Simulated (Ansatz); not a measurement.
# Phonon transport in ZnO (zincite, P6_3mc), part 3 of 3

Wanted: κ(T), lifetimes and mean free paths for ZnO (zincite).

Measurements to reproduce:
- thermal conductivity 60 W/m/K near room temperature (given in “Combining the AFLOW GIBBS and Elastic Libraries to efficiently and robustly screen thermo-mechanical properties of solids”, 2017, arXiv:1611.05714)

Ansatz 0.2.0; DFT LDA, scalar-relativistic, plane waves, PAW; PAW set soft_1.

So far, κ at 300 K (relaxation time) (W/m/K): step 5 (third-order constants on small settings) 41.4. Also highest frequency (cm⁻¹): step 5 558. The relaxed cell has a = 3.187, c = 5.152 Å (conventional setting).

## (6) Third-order constants and the Boltzmann equation, k-mesh 9×9×6, third order supercell 3×3×2

Pairs of atoms inside the cutoff are displaced in a supercell, the forces give the cubic constants, and these give the three-phonon rates of the Boltzmann equation.

Contents of input.yaml:

```yaml
crystal:
  lattice:
    - [3.1874549898, 0.0, 0.0]
    - [-1.5937274949, 2.7604169946, 0.0]
    - [0.0, 0.0, 5.1524030769]
  atoms:
    - { symbol: Zn, position: [0.3333333333, 0.6666666667, 0.5002724439] }
    - { symbol: Zn, position: [0.6666666667, 0.3333333333, 0.0002724439] }
    - { symbol: O, position: [0.6666666667, 0.3333333333, 0.3787375561] }
    - { symbol: O, position: [0.3333333333, 0.6666666667, 0.8787375561] }
kpoints:
  mp_grid: { grid: [9, 9, 6] }
hamiltonian:
  xc: lda
  pseudopotentials: { kind: paw, azcp: { folder: soft_1 }, xc_functional: pbe }
scf:
  occupations: { method: fixed }
  lower_state_search: "off"
output:
  eigenvalues: true
phonons:
  method: fd
  dielectric: true
  supercell: [3, 3, 2]
  temperatures: { t_max: 1000, t_step: 50 }
  qpath:
    path:
      - [[0.0, 0.0, 0.0], [0.5, 0.0, 0.0], [0.33333333, 0.33333333, 0.0], [0.0, 0.0, 0.0], [0.0, 0.0, 0.5], [0.5, 0.0, 0.5], [0.33333333, 0.33333333, 0.5], [0.0, 0.0, 0.5]]
      - [[0.5, 0.0, 0.5], [0.5, 0.0, 0.0]]
      - [[0.33333333, 0.33333333, 0.0], [0.33333333, 0.33333333, 0.5]]
    npoints: 10
  third_order: { supercell: [3, 3, 2], pair_cutoff: 3.352 }
  lattice_thermal_conductivity:
    qmesh: [17, 17, 9]
    temperatures: [100.0, 150.0, 200.0, 300.0, 400.0, 500.0, 600.0, 800.0]
    isotope_mass_variance:
      - { species: O, variance: 3.359e-05 }
      - { species: Zn, variance: 0.0005982 }
```

The run is started by

```bash
$ ansatz run input.yaml --threads 18 --pin off --max-ram 92160MiB --backend cuda --events-out ev --progress --plain --runs-dir out --max-vram 78GiB
```

Numbers of over 12 decimals in the logs are rounded to 6 here.

Log:

```text
[...]
Crystal: 72 atoms, lattice volume = 816.021 Å³
Basis set: ecut = 420 eV, 15935 PW (Γ)
Bands: 396, of which v1, the nominal top of the filled ones, is band 324 counted from 1 (323 counted from 0)
Symmetry: 216 space group operations
k-points: 6 of 27 (time reversal used)
[...]
SCF iter   1: F=—  HF=-136871.196340 eV  |F-HF|=—  |Δ(HF+E_count)|=         —  Δρ=6.66e-8  dr2=3.50e-11  ethr=1.00e-12  ⟨swp⟩=3.0  Hψ=5862  notcnv=0
[...]
SCF iter   2: F=-136871.196340 eV  HF=-136871.196340 eV  |F-HF|=2.91e-11  |Δ(HF+E_count)|=  5.82e-11  Δρ=4.06e-8  dr2=1.52e-11  ethr=1.00e-12  ⟨swp⟩=2.0  Hψ=4344  notcnv=0
SCF 1 converged in 2 iterations: F = -136871.196340 eV  dr2 = 1.52e-11
[...]
Crystal: 4 atoms, lattice volume = 45.334 Å³
Basis set: ecut = 420 eV, 881 PW (Γ), exchange–correlation on 48×48×72 points (8 copies of the dense FFT grid, shifted against one another)
Bands: 22, of which v1, the nominal top of the filled ones, is band 18 counted from 1 (17 counted from 0)
Symmetry: 12 space group operations
k-points: 140 of 486 (irreducible under 2 space group operations, time reversal used)
[...]
SCF iter   1: F=—  HF=-7603.955226 eV  |F-HF|=—  |Δ(HF+E_count)|=         —  Δρ=1.38e-6  dr2=6.66e-10  ethr=1.63e-7  ⟨swp⟩=3.2  Hψ=23711  notcnv=0  defer=275
[...]
SCF 2 converged in 4 iterations: F = -7603.955354 eV  dr2 = 2.01e-11
[...]
5.064467     0.000000     0.000000
        0.000000     5.064467     0.000000
        0.000000     0.000000     5.118696
  ε⁰ (static dielectric tensor): not given — the deck does not say what the cell's rigid motions are, and on a molecule in a box or a wire the rigid rotations would enter the sum over the modes at Γ. For a crystal or a slab, whose only rigid motions are the translations, set phonons.rigid_motions: translations.
  Born effective charges Z* (e; rows j = field, columns β = displacement):
    site 0:
         2.07847    0.00000    0.00000
         0.00000    2.07847    0.00000
         0.00000    0.00000    2.13528
    site 1:
         2.07847    0.00000    0.00000
         0.00000    2.07847    0.00000
         0.00000    0.00000    2.13528
    site 2:
        -2.07847    0.00000   -0.00000
        -0.00000   -2.07847   -0.00000
        -0.00000   -0.00000   -2.13528
    site 3:
        -2.07847   -0.00000   -0.00000
        -0.00000   -2.07847   -0.00000
         0.00000   -0.00000   -2.13528
  Z* charge neutrality: 1.147e-3 e pre-enforcement
[...]
optical modes at Γ without the LO–TO term, one row a degenerate level:
      ω (cm⁻¹)  modes    IR ((D/Å)²/amu)
         90.02      2             0.0000
        260.90      1             0.0000
        389.93      1            16.3673
        408.50      2            31.0159
        441.23      2             0.0000
        552.94      1             0.0000
  optical modes at Γ + LO–TO along q̂ = [1.0000, 0.0000, 0.0000]:
      ω (cm⁻¹)  modes    IR ((D/Å)²/amu)
         90.02      2             0.0000
        260.90      1             0.0000
        389.93      1            16.3673
        408.50      1            15.5079
        441.23      2             0.0000
        552.94      1             0.0000
        557.61      1            15.5079
  optical modes at Γ + LO–TO along q̂ = [0.0000, 1.0000, 0.0000]:
      ω (cm⁻¹)  modes    IR ((D/Å)²/amu)
         90.02      2             0.0000
        260.90      1             0.0000
        389.93      1            16.3673
        408.50      1            15.5079
        441.23      2             0.0000
        552.94      1             0.0000
        557.61      1            15.5079
  optical modes at Γ + LO–TO along q̂ = [0.0000, 0.0000, 1.0000]:
      ω (cm⁻¹)  modes    IR ((D/Å)²/amu)
         90.02      2             0.0000
        260.90      1             0.0000
        408.50      2            31.0159
        441.23      2             0.0000
        549.99      1            16.3673
        552.94      1             0.0000
[...]
100.00          140.0297        149.1810           6          converged          7.881e-1
      150.00           94.2968        100.2002           7          converged          7.291e-1
      200.00           69.1949         73.4339           7          converged          7.083e-1
      300.00           44.7643         47.4836           7          converged          6.941e-1
      400.00           33.2356         35.2652           7          converged          6.894e-1
      500.00           26.5388         28.1705           7          converged          6.872e-1
      600.00           22.1456         23.5152           7          converged          6.859e-1
      800.00           16.7077         17.7494           7          converged          6.844e-1
```

Wall time 11 min (1 × NVIDIA GB200 with 18 threads of Arm Neoverse V2, shared host); peak memory 3.9 GiB.

This step gave:

| Quantity | Value |
| --- | --- |
| zero-point energy | 0.2404 eV/cell |
| highest frequency | 561.8 cm⁻¹ |
| Debye temperature from the second moment | 685 K |
| κ at 300 K (relaxation time) | 44.76 W/m/K |
| κ at 300 K (full solution) | 47.48 W/m/K |
| mean free path at half of κ | 74.2 nm |
| share of κ above the three lowest branches | 0.271 |
| third-order blocks | 616 |
| periodic aliases dropped | 24 |
| largest relative sum-rule correction | 0.2669 |
| displaced cells, third order | 436 |

LO-TO term included. The phonon branches at the labelled points (cm⁻¹):

```tsv
point	branch 1	branch 2	branch 3	branch 4	branch 9	branch 10	branch 11	branch 12
Γ	0	0	0	90	441	441	553	558
halfway	62	75	108	161	466	499	535	560
M	87	124	142	165	491	505	553	556
halfway	116	129	153	167	497	506	543	550
K	140	143	143	180	492	528	528	536
halfway	84	86	129	164	475	506	530	557
Γ	0	0	0	90	441	441	553	558
halfway	39	39	85	85	436	436	552	555
A	68	68	68	68	425	425	556	556
halfway	94	94	115	115	460	460	550	550
L	114	114	119	119	470	470	561	561
halfway	103	103	145	145	493	493	553	553
H	97	97	164	164	516	516	539	539
halfway	110	110	113	113	466	466	549	549
A	68	68	68	68	425	425	556	556
jump to L	114	114	119	119	470	470	561	561
halfway	98	113	136	144	485	489	556	561
M	87	124	142	165	491	505	553	556
jump to K	140	143	143	180	492	528	528	536
halfway	120	120	148	175	499	530	535	535
H	97	97	164	164	516	516	539	539
```

W/m/K. Kappa, by row:

```tsv
T (K)	RTA xx	RTA yy	RTA zz	full xx	full yy	full zz	coherence part xx	coherence part yy	coherence part zz	ending	iterations	least Ritz value
100	130.9	130.9	158.2	140.7	140.7	166.2	0.009324	0.009324	0.008783	converged	6	0.788
150	89.21	89.21	104.5	95.44	95.44	109.7	0.0227	0.0227	0.0203	converged	7	0.729
200	65.94	65.94	75.7	70.44	70.44	79.43	0.03833	0.03833	0.03514	converged	7	0.708
300	42.94	42.94	48.41	45.86	45.86	50.73	0.06694	0.06694	0.06509	converged	7	0.694
400	31.96	31.96	35.78	34.16	34.16	37.48	0.09023	0.09023	0.09114	converged	7	0.689
500	25.56	25.56	28.51	27.33	27.33	29.86	0.1096	0.1096	0.1134	converged	7	0.687
600	21.34	21.34	23.76	22.83	22.83	24.89	0.1265	0.1265	0.1328	converged	7	0.686
800	16.11	16.11	17.9	17.25	17.25	18.76	0.1551	0.1551	0.1658	converged	7	0.684
```

The lattice thermal conductivity by temperature:

```tsv
temperature (K)	RTA xx (W/m/K)	RTA zz (W/m/K)	full xx (W/m/K)	full zz (W/m/K)
100	131	158	141	166
150	89.2	104	95.4	110
200	65.9	75.7	70.4	79.4
300	42.9	48.4	45.9	50.7
400	32.0	35.8	34.2	37.5
500	25.6	28.5	27.3	29.9
600	21.3	23.8	22.8	24.9
800	16.1	17.9	17.2	18.8
```

The modes has structure finer than the step of the table below, so its rows give means over 20 cm⁻¹, whole bins alone (the curve runs from -10 to 589 cm⁻¹). Peaks (cm⁻¹: height): O 453.1: 0.0609, 551.0: 0.0883; Zn 103.0: 0.0504, 249.8: 0.0486, 453.1: 0.00911.

Phonopy on the run's constants, 21x21x11 mesh, Gaussian sigma 4.3 cm⁻¹. Modes against wavenumber; means over each step; values in 1/cm⁻¹/cell:

```tsv
wavenumber (cm⁻¹)	O	Zn
0	1.5e-5	6.3e-5
20	2.2e-4	9.1e-4
40	7.3e-4	0.00326
60	0.00160	0.00777
80	0.00357	0.0200
100	0.00682	0.0450
120	0.00550	0.0423
140	0.00381	0.0347
160	0.00234	0.0250
180	8.8e-4	0.00785
200	7.4e-4	0.00603
220	9.8e-4	0.0117
240	0.00122	0.0337
260	4.8e-4	0.0317
280	1.2e-5	0.00111
300	0	0
320	0	0
340	0	0
360	0	0
380	6.7e-5	1.5e-5
400	0.00231	5.2e-4
420	0.0126	0.00256
440	0.0367	0.00618
460	0.0517	0.00732
480	0.0382	0.00431
500	0.0275	0.00235
520	0.00990	5.3e-4
540	0.0447	0.00191
560	0.0473	0.00323
```

Distinct triplets, nearest first. Third order norms, by row:

```tsv
sites	side 1 (Å)	side 2 (Å)	side 3 (Å)	norm of the 27 components (eV/Å³)
Zn-Zn-Zn	0	0	0	110
O-O-O	0	0	0	114.7
Zn-O-O	0	1.94	1.94	48.42
Zn-O-Zn	0	1.94	1.94	48.03
Zn-Zn-O	0	1.95	1.95	46.7
Zn-O-O	0	1.95	1.95	47.08
Zn-Zn-O	1.94	1.95	3.17	0.894
Zn-O-O	1.94	1.95	3.17	1.286
Zn-Zn-Zn	0	3.17	3.17	1.886
Zn-Zn-Zn	0	3.17	3.17	2.012
O-O-O	0	3.17	3.17	2.364
O-O-O	0	3.17	3.17	2.347
Zn-Zn-O	1.94	1.94	3.19	0.904
Zn-O-O	1.94	1.94	3.19	1.383
Zn-Zn-Zn	3.17	3.17	3.19	0.104
O-O-O	3.17	3.17	3.19	0.111
O-O-O	3.17	3.17	3.19	0.383
Zn-Zn-Zn	0	3.19	3.19	1.716
Zn-Zn-Zn	3.19	3.19	3.19	0.108
Zn-Zn-Zn	3.19	3.19	3.19	0.122
O-O-O	0	3.19	3.19	2.197
O-O-O	3.19	3.19	3.19	0.078
O-O-O	3.19	3.19	3.19	0.342
Zn-Zn-O	1.94	3.17	3.2	0.406
Zn-O-O	1.94	3.17	3.2	0.237
Zn-O-O	0	3.2	3.2	0.716
Zn-O-Zn	0	3.2	3.2	0.447
```

Born charge (rows field, columns displacement) (e), principal values of the symmetric part by kind of site:

```tsv
atom	atoms with these values	low	middle	high	mean
Zn1	2	2.08	2.08	2.14	2.10
O3	2	-2.14	-2.08	-2.08	-2.10
```

In full for Zn1:

```
2.08 0.00 0.00
0.00 2.08 0.00
0.00 0.00 2.14
```

RTA, 300 K. Kappa by branch, by row:

```tsv
branch (by rank)	mean frequency (THz)	mean rms speed (km/s)	median lifetime (ps)	share of kappa
1	2.69	1.63	18.2	0.215
2	3.02	1.91	16	0.266
3	3.73	1.7	11.9	0.248
4	4.35	1.91	8.41	0.113
5	6.41	2.54	3.44	0.11
6	7.44	1.16	2.15	0.013
7	13.24	1.18	1.7	0.004
8	13.54	1.33	1.87	0.007
9	14.22	1.35	3.27	0.01
10	14.68	1.69	3.16	0.014
11	16.32	0.8	1.33	0.001
12	16.61	0.5	0.955	0
```

Spectral kappa at 300 K against frequency; read off at these points; values in W/m/K/THz:

```tsv
frequency (THz)	relaxation time (W/m/K/THz)	full solution (W/m/K/THz)
0.25	0.465	0.467
0.75	4.62	4.73
1.25	14.5	15.1
1.75	11.8	12.4
2.75	9.71	10.5
3.25	10.2	11.2
3.75	7.24	7.89
4.25	5.25	5.57
4.75	3.23	3.28
5.25	2.25	2.19
5.75	1.05	1.02
6.75	1.04	1.13
7.25	0.707	0.790
7.75	0.285	0.339
8.25	0.00110	9.9e-4
8.75	0	0
9.25	0	0
9.75	0	0
10.25	0	0
11.25	0	0
11.75	4.0e-4	-8.2e-5
12.25	0.0117	0.0130
12.75	0.0944	0.115
13.25	0.359	0.412
13.75	0.586	0.650
14.25	0.793	0.874
15.25	0.339	0.385
15.75	0.0534	0.0522
16.25	0.113	0.0859
16.75	0.0349	0.0432
```

Relaxation-time solution. Table of share of κ carried by shorter paths by mean free path:

```tsv
mean free path (nm)	100 K	300 K	800 K
0.464	0	0	0.002
0.681	0	0	0.005
1	0	0.001	0.012
1.47	0	0.002	0.022
2.15	0	0.005	0.039
3.16	0	0.012	0.071
4.64	0	0.021	0.099
6.81	0.001	0.043	0.143
10	0.002	0.059	0.263
14.7	0.005	0.092	0.4
21.5	0.007	0.163	0.499
31.6	0.016	0.291	0.605
46.4	0.039	0.407	0.707
68.1	0.109	0.481	0.765
100	0.193	0.585	0.828
147	0.262	0.682	0.852
215	0.317	0.746	0.88
316	0.379	0.826	0.922
464	0.477	0.841	0.922
681	0.59	0.866	0.972
1000	0.7	0.913	1
1470	0.751	0.913	1
2150	0.801	0.969	1
3160	0.881	1	1
4640	0.89	1	1
6810	0.89	1	1
10000	0.962	1	1
14700	1	1	1
```

300 K; a sample spread over frequency. Mode lifetimes, by row, the first 40 of 90 rows:

```tsv
q1	q2	q3	branch	frequency (THz)	rms speed (km/s)	three-phonon rate (1/ps)	isotope rate (1/ps)	lifetime (ps)	mean free path (nm)
0	0.0588	0	1	0.468	2.19	0.00483	1.32e-6	207	454
0.0588	0.1176	0	2	1.406	2.48	0.0134	2.04e-4	73.8	183
0	0.2353	0	1	1.781	1.76	0.0224	6.43e-4	43.4	76.5
0.0588	0.2353	0	1	2.104	2.13	0.0292	0.00137	32.7	69.7
0.0588	0.2353	0.1111	2	2.334	2.31	0.0291	0.00228	31.9	73.5
0.1176	0.2353	0.2222	1	2.497	1.61	0.0324	0.00347	27.9	44.9
0.0588	0.3529	0	1	2.602	1.63	0.0479	0.00521	18.8	30.6
0.1765	0.1765	0	2	2.715	2.36	0.0359	0.00736	23.1	54.6
0.0588	0.2941	0.1111	2	2.793	2.12	0.0462	0.00688	18.8	40
0	0.1765	0.1111	3	2.88	0.96	0.0413	0.00918	19.8	19
0.0588	0.1765	0.3333	3	2.974	1.71	0.0422	0.0127	18.2	31.1
0.1176	0.1176	0.3333	3	3.046	1.73	0.0429	0.0132	17.8	30.9
0.0588	0.4706	0.3333	1	3.102	0.42	0.069	0.0143	12	5.09
0.0588	0.1176	0	4	3.172	5.22	0.0446	0.0112	17.9	93.5
0.0588	0.2941	0.4444	2	3.264	1.49	0.0498	0.0131	15.9	23.7
0.2941	0.3529	0.3333	2	3.354	2.19	0.072	0.018	11.1	24.3
0.0588	0.1176	0.1111	4	3.444	5.27	0.056	0.0135	14.4	75.8
0.1765	0.4118	0.1111	1	3.522	1.9	0.0566	0.0134	14.3	27.1
0.0588	0.1765	0.4444	4	3.604	2.23	0.0675	0.0161	12	26.6
0.1765	0.3529	0.1111	2	3.703	1.46	0.0556	0.0198	13.3	19.3
0	0.3529	0.1111	3	3.795	1.48	0.0711	0.0175	11.3	16.7
0.2353	0.3529	0	1	3.885	1.61	0.0505	0.0167	14.9	24
0.2353	0.2353	0.3333	3	4.015	0.97	0.0711	0.0175	11.3	10.9
0.0588	0.0588	0.3333	5	4.121	5.06	0.114	0.0128	7.9	40
0	0.4706	0.1111	3	4.208	0.5	0.102	0.0224	8.01	4.03
0.1765	0.2353	0.1111	3	4.297	2.07	0.0745	0.0217	10.4	21.5
0	0.4706	0.2222	4	4.448	2.09	0.122	0.0177	7.17	15
0.2353	0.2941	0.1111	3	4.591	1.65	0.1	0.0178	8.46	13.9
0	0.2941	0.2222	4	4.708	1.88	0.129	0.0156	6.91	13
0.1176	0.3529	0.1111	4	4.894	1.32	0.15	0.024	5.76	7.58
0.1765	0.2353	0	4	5.022	0.38	0.211	0.0177	4.38	1.67
0	0.1176	0.4444	5	5.185	4.41	0.113	0.0046	8.49	37.4
0.1176	0.1176	0.4444	5	5.771	3.75	0.165	0.00361	5.92	22.2
0	0.3529	0	5	6.346	2.96	0.313	0.00997	3.09	9.15
0	0.1765	0.3333	6	6.762	2.32	0.242	0.018	3.84	8.91
0.1765	0.2941	0.2222	5	6.982	2.17	0.322	0.0358	2.8	6.08
0.1176	0.1176	0.2222	6	7.155	1.32	0.268	0.0412	3.24	4.26
0.1765	0.2941	0.3333	5	7.277	1.98	0.265	0.0538	3.14	6.21
0.0588	0.2353	0	6	7.353	0.12	0.416	0.137	1.81	0.216
0.1765	0.2941	0	6	7.434	0.5	0.462	0.0958	1.79	0.899
```

Without the LO-TO term. Gamma linewidths, by row:

```tsv
branch	frequency (cm⁻¹)	three-phonon rate (1/ps)	isotope rate (1/ps)	FWHM (cm⁻¹)
4	90	0.0391	0.0077	0.249
5	90	0.0391	0.0077	0.249
6	260.9	0.361	0.0416	2.14
7	389.9	2.32	0	12.3
8	408.5	2.37	4.59e-4	12.6
9	408.5	2.37	4.59e-4	12.6
10	441.2	0.476	0.0155	2.61
11	441.2	0.476	0.0155	2.61
12	552.9	0.214	0.0482	1.39
```

W/m/K, third of the trace; RTA populations with a boundary rate v/L added to each mode (Matthiessen's rule). Kappa by grain size, by row:

```tsv
T (K)	bulk	10 nm	30 nm	100 nm	300 nm	1000 nm	10000 nm	100000 nm
100	140	6.637	16.02	34.76	58.34	86.22	124.9	137.9
300	44.7	7.912	14.9	24.18	31.86	37.95	43.47	44.56
600	22.02	6.423	10.57	14.99	18.02	20.14	21.75	21.99
```

W/m/K, third of the trace; RTA populations with the isotope rates scaled. Kappa by mass disorder, by row:

```tsv
T (K)	no isotopes	as typed	variance x 3	variance x 10	variance x 30
100	218.1	140	94.18	52.92	28.83
300	50.42	44.7	37.43	25.97	15.87
600	23.33	22.02	19.96	15.67	10.67
```

At 300 K the relaxation-time value is 44.8 W/(m K).

## (7) Levels and costs side by side

Ladder, by row:

```tsv
cells or q mesh	k mesh	pair cutoff	atoms in the supercell	q-mesh of the transport sums	κ at 300 K (relaxation time) (W/m/K)	κ at 300 K (full solution) (W/m/K)	core-minutes
2x2x2	10x10x6	2.1	32	13×13×7	41.42	41.73	34.9
3x3x2	9x9x6	3.352	72	17×17×9	44.76	47.48	129.9
```

## (8) What came out

| Property | Result |
| --- | --- |
| highest frequency | 561.8 cm⁻¹ |
| Debye temperature from the second moment | 685 K |
| κ at 300 K (relaxation time) | 44.76 W/m/K |
| κ at 300 K (full solution) | 47.48 W/m/K |
| mean free path at half of κ | 74.2 nm |
| share of κ above the three lowest branches | 0.271 |

In words: The lattice of ZnO (zincite) conducts 47.5 W/(m K) at 300 K by LDA (mean over directions, full solution). The full solution lies +6 % from the relaxation-time value at 300 K. Above 300 K the relaxation-time κ falls as T^-1.00, near the 1/T law of three-phonon scattering. Grains of 100 nm would keep 54 % of the bulk value at 300 K, and grains of 1 µm 85 %. Removing the natural isotope disorder raises κ at 300 K by 13 %. The first rung (32 atoms, cutoff 2.10 Å) gave 41.4 W/(m K) by relaxation time for 0.27 times the cost of the last; short cutoffs miss scattering channels and can err either way, and the meshes changed too. A measured thermal conductivity near room temperature is 60 W/m/K (arXiv:1611.05714); the calculated 47.5 W/m/K differs by -21 %. Missing scattering can't explain a value that is too low; the supercell, the cutoff, the meshes, the functional and the use of 0 K frequencies can. The sum rules changed one orbit of cubic constants by up to 27 %; by the manual a large change points to a short cutoff or, on a small and distant orbit, to noisy forces. The conductivities include the coherence part between close branches; the shares for grains, isotopes, branches and paths are of the relaxation-time populations alone. Cubic couplings among atoms farther apart than the pair cutoff are dropped, and neither the cutoff nor the q-mesh was shown to be converged here. The interpolation has no quadrupole term, so branches near the zone centre are less sure, since this crystal has sites that are not centres of inversion. The PAW files were made for PBE and are used here under another functional, for which the program regenerates the frozen cores.

[Logs are printed without paths, hosts, clocks, repeated set-up lines and the standing remarks that a program may print on its own settings, such as how far it seeks lower states.]

[Hosts, paths, dates, database ids (printed as entryN), source tags and the programs' standing remarks are cut or masked in the printed files.]

[A step with changed settings may run another functional than the one named; its input shows which.]
